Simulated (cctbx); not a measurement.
## A disordered crystal of nominal CoAg2Br4

Cell a = 6.9820 Å, b = 7.2930 Å, c = 8.8190 Å, α = 90.00°, β = 107.26°, γ = 90.00°; space group P2_1/m (no. 11); nominal formula CoAg2Br4.

Simulated single-crystal data (cctbx): synchrotron X-rays, λ = 0.6889 Å, to d = 0.77 Å, 70 % of the full sphere, strongest reflection 5000 counts, noise from counting, a 1.5 % proportional error and a noise floor of 4 counts (s.d.); no absorption, and some extinction, which the refinements don't model.

With every site full:

```text
Rint 0.045, 1043 unique reflections to 0.77 A
cycle     R1     wR2    GooF  max shift (A)
   1  0.1007  0.1824   3.106   0.00390
   2  0.0457  0.0981   1.669   0.00001
final R1 0.0457 wR2 0.0981 GooF 1.669  parameters 39  data/parameter 26.7
atom        x        y        z      Ueq    occ   su(xyz)  su(Uiso or U11)
Ag1    0.73912  0.25000  0.92940   0.0127  1.000  0.00017  0.0006
Ag2    0.78540  0.25000  0.45217   0.0169  1.000  0.00018  0.0006
Br1    0.42416  0.25000  0.12873   0.0178  1.000  0.00025  0.0008
Br2    0.99635  0.50298  0.23628   0.0173  1.000  0.00017  0.0005
Br3    0.39866  0.25000  0.57584   0.0335  1.000  0.00033  0.0011
Co1    0.21550  0.25000  0.29631   0.0193  1.000  0.00034  0.0011
difference map: max 1.87 min -4.86 rms 0.51
Q1    0.2224  0.2500  0.0211    2    1.88  1.45 A from Br1
Q2    0.3307  0.7500  0.1291    2    1.73  0.60 A from Ag1
Q3    0.2488  0.2500  0.3447    2    1.68  0.42 A from Co1
Q4    0.3783  0.7500  0.2617    2    1.55  1.64 A from Ag1
Q5    0.4714  0.7500  0.9484    2    1.53  1.14 A from Br1
Q6    0.0724  0.7500  0.1431    2    1.52  1.62 A from Ag1
```

With the occupancies of the suspect sites free, each still typed as its main element:

```text
Rint 0.045, 1043 unique reflections to 0.77 A
cycle     R1     wR2    GooF  max shift (A)
   1  0.1075  0.2040   3.474   0.00292
   3  0.0286  0.0566   0.964   0.00001
final R1 0.0286 wR2 0.0566 GooF 0.964  parameters 40  data/parameter 26.1
atom        x        y        z      Ueq    occ   su(xyz)  su(Uiso or U11)
Ag1    0.73899  0.25000  0.92942   0.0143  1.000  0.00010  0.0003
Ag2    0.78539  0.25000  0.45227   0.0183  1.000  0.00011  0.0004
Br1    0.42384  0.25000  0.12880   0.0192  1.000  0.00014  0.0004
Br2    0.99628  0.50294  0.23626   0.0188  1.000  0.00010  0.0003
Br3    0.39852  0.25000  0.57590   0.0185  0.751  0.00019  0.0007
Co1    0.21568  0.25000  0.29669   0.0207  1.000  0.00020  0.0006
su of occupancy Br3: 0.005
difference map: max 1.68 min -1.68 rms 0.36
Q1    0.0777  0.2500  0.8304    2    1.74  1.92 A from Br2
Q2    0.2304  0.2500  0.0212    2    1.61  1.40 A from Br1
Q3    0.2385  0.7500  0.3557    2    1.55  1.75 A from Ag2
Q4    0.4007  0.7500  0.2675    2    1.33  1.65 A from Br3
Q5    0.1345  0.0079  0.2058    4    1.31  1.08 A from Br2
Q6    0.0719  0.7500  0.1514    2    1.26  1.68 A from Ag1
```

**Question.** What is the disorder?

X-rays count electrons. Br3 refines to 0.751(0.005), or 26.3 electrons; the site truly holds 0.75 Br, 26.2 electrons, which is 0.750 of Br. A value under 1 can't tell vacancies from a lighter guest, and one over 1 needs a heavier guest; chemistry or a second radiation must settle which. Occupancy correlates with U and the scale, so the match is approximate.

Freeing them takes R1 from 0.0457 to 0.0286 and GooF from 1.67 to 0.96.

The model is made up (kin elements in a known structure type, no relaxation), so it says nothing on whether the phase exists.

[Middle refinement cycles are left out of these outputs.]

[Logs are printed without paths, hosts, clocks, repeated set-up lines and the standing remarks that a program may print on its own settings, such as how far it seeks lower states.]
